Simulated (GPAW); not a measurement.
The Cu K edge of atom 2 in CuAu (P4/mmm), with 8 Au at 2.71 Å and 4 Cu at 2.81 Å (distorted cuboctahedral, site symmetry 4/mmm), was computed in 2 ways: excited-electron core hole (neutral cell) and no core hole. Program and functional: GPAW, LDA, without spin-orbit coupling, Gaussian full width 1.55 eV up to 4 eV, rising linearly to 3.5 eV at 25 eV; cells of 2 and 16 atoms (the run without a hole in the smaller).

Each run is counted from its own lowest empty level or Fermi level and scaled to a mean of 1 over its first 20 eV.

| E (eV) | run 1 | run 2 |
| --- | --- | --- |
| -2.0 | 0.00 | 0.00 |
| -1.5 | 0.01 | 0.00 |
| -1.0 | 0.04 | 0.02 |
| -0.5 | 0.13 | 0.08 |
| 0.0 | 0.26 | 0.19 |
| 0.5 | 0.39 | 0.32 |
| 1.0 | 0.46 | 0.40 |
| 1.5 | 0.47 | 0.43 |
| 2.0 | 0.44 | 0.43 |
| 2.5 | 0.43 | 0.41 |
| 3.0 | 0.44 | 0.41 |
| 3.5 | 0.47 | 0.42 |
| 4.0 | 0.51 | 0.42 |
| 4.5 | 0.55 | 0.43 |
| 5.0 | 0.62 | 0.46 |
| 5.5 | 0.70 | 0.50 |
| 6.0 | 0.74 | 0.55 |
| 6.5 | 0.77 | 0.62 |
| 7.0 | 0.87 | 0.69 |
| 7.5 | 1.06 | 0.75 |
| 8.0 | 1.27 | 0.85 |
| 8.5 | 1.41 | 1.00 |
| 9.0 | 1.48 | 1.17 |
| 9.5 | 1.54 | 1.31 |
| 10.0 | 1.61 | 1.41 |
| 10.5 | 1.66 | 1.50 |
| 11.0 | 1.65 | 1.58 |
| 11.5 | 1.59 | 1.64 |
| 12.0 | 1.49 | 1.68 |
| 12.5 | 1.41 | 1.66 |
| 13.0 | 1.34 | 1.61 |
| 13.5 | 1.27 | 1.54 |
| 14.0 | 1.19 | 1.46 |
| 14.5 | 1.09 | 1.39 |
| 15.0 | 1.01 | 1.32 |
| 15.5 | 0.96 | 1.23 |
| 16.0 | 0.94 | 1.16 |
| 16.5 | 0.94 | 1.10 |
| 17.0 | 0.97 | 1.07 |
| 17.5 | 1.01 | 1.09 |
| 18.0 | 1.05 | 1.16 |
| 18.5 | 1.10 | 1.25 |
| 19.0 | 1.13 | 1.34 |
| 19.5 | 1.14 | 1.37 |
| 20.0 | 1.12 | 1.37 |
| 20.5 | 1.08 | 1.32 |
| 21.0 | 1.02 | 1.25 |
| 21.5 | 0.96 | 1.20 |
| 22.0 | 0.90 | 1.15 |
| 22.5 | 0.85 | 1.10 |
| 23.0 | 0.80 | 1.05 |
| 23.5 | 0.75 | 0.99 |
| 24.0 | 0.71 | 0.92 |
| 24.5 | 0.67 | 0.84 |
| 25.0 | 0.63 | 0.78 |
| 25.5 | 0.61 | 0.73 |
| 26.0 | 0.59 | 0.69 |
| 26.5 | 0.58 | 0.67 |
| 27.0 | 0.58 | 0.66 |
| 27.5 | 0.58 | 0.67 |
| 28.0 | 0.59 | 0.67 |
| 28.5 | 0.60 | 0.67 |
| 29.0 | 0.61 | 0.67 |
| 29.5 | 0.63 | 0.66 |
| 30.0 | 0.65 | 0.66 |
| 30.5 | 0.69 | 0.66 |
| 31.0 | 0.73 | 0.68 |
| 31.5 | 0.77 | 0.71 |
| 32.0 | 0.83 | 0.75 |

The database entry behind the starting cell is an old determination (1936), so it need not match the best structure at ambient conditions.

Question: Which run is which?

Run 1: excited-electron core hole (neutral cell) (area from −2 to 6 eV 3.1, main maxima 1.2 eV (0.47), 10.8 eV (1.66) and 19.4 eV (1.14)). Run 2: no core hole (area from −2 to 6 eV 2.6, main maxima 12.2 eV (1.68) and 19.6 eV (1.38)). With each curve scaled to its own mean, the area from −2 to 6 eV with the hole is 3.1 against 2.6, and the centre of weight from −1 to 20 eV moves by -0.8 eV: the hole pulls the absorber's empty states down.

[Hosts, paths, dates, database ids (printed as entryN), source tags and the programs' standing remarks are cut or masked in the printed files.]

[Lists of maxima count a maximum above −3 eV only where it reaches 4 % of the highest in the window and stands out from its surroundings by 2 % of it (1.5 % where it reaches 55 %); shoulders and weaker maxima are passed over, and of the rest the first, up to two pre-edge ones and the few strongest are named.]
